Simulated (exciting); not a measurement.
Two BSE runs for the Cl L₂,₃ edge of AcClO, space group P4/nmm. Run A: exciting, all-electron LAPW+lo, LDA, exchange and screened direct term (singlet BSE), 3×3×2 shifted k points, 57 conduction bands, |G+q| up to 3 bohr⁻¹ (2.5 in the exchange term), full RPA screening with nempty = 91, Lorentzian half width 0.45 eV. Run B differs in one setting: k mesh, kernel cutoff, basis, band set, screening or width.

Energy from the Kohn–Sham onset, core level to the lowest empty state found on the meshes used; one zero for both, scaled to A's maximum:

```csv
E (eV),A,B
-4.5,0.01,0.00
-4.0,0.02,0.00
-3.5,0.02,0.00
-3.0,0.02,0.01
-2.5,0.03,0.01
-2.0,0.04,0.01
-1.5,0.06,0.02
-1.0,0.12,0.04
-0.5,0.24,0.46
0.0,0.26,0.12
0.5,0.38,0.51
1.0,0.42,0.43
1.5,0.35,0.29
2.0,0.35,0.38
2.5,0.35,0.44
3.0,0.29,0.21
3.5,0.27,0.23
4.0,0.26,0.20
4.5,0.29,0.20
5.0,0.38,0.32
5.5,0.53,0.55
6.0,0.65,1.01
6.5,0.60,0.48
7.0,0.71,0.72
7.5,0.93,1.20
8.0,0.99,1.21
8.5,0.86,0.98
9.0,0.72,0.56
9.5,0.69,0.65
10.0,0.70,0.84
10.5,0.60,0.57
11.0,0.49,0.38
11.5,0.49,0.55
12.0,0.45,0.43
12.5,0.48,0.49
13.0,0.51,0.56
13.5,0.52,0.54
14.0,0.50,0.52
14.5,0.49,0.48
15.0,0.52,0.59
15.5,0.51,0.47
16.0,0.49,0.53
16.5,0.48,0.46
17.0,0.45,0.48
17.5,0.38,0.34
```

The database entry behind the starting cell is an old determination (1949), so it need not match the best structure at ambient conditions.

Q: Which is the likeliest?

The half width (eV) from 0.45 to 0.11. The spectrum differs from run A by 20 % r.m.s. The highest maximum lies at 7.6 eV (1.43), against 7.8 eV (1.00). Only the width of each line changes; the area stays. A table step wider than the lines misses their tops. Other settings could leave a like mark; this is the change that was made.

[Banner, clock and machine lines of the logs are left out without a mark of their own.]

[Logs are printed without paths, hosts, clocks, repeated set-up lines and the standing remarks that a program may print on its own settings, such as how far it seeks lower states.]

[Hosts, paths, dates, database ids (printed as entryN), source tags and the programs' standing remarks are cut or masked in the printed files.]
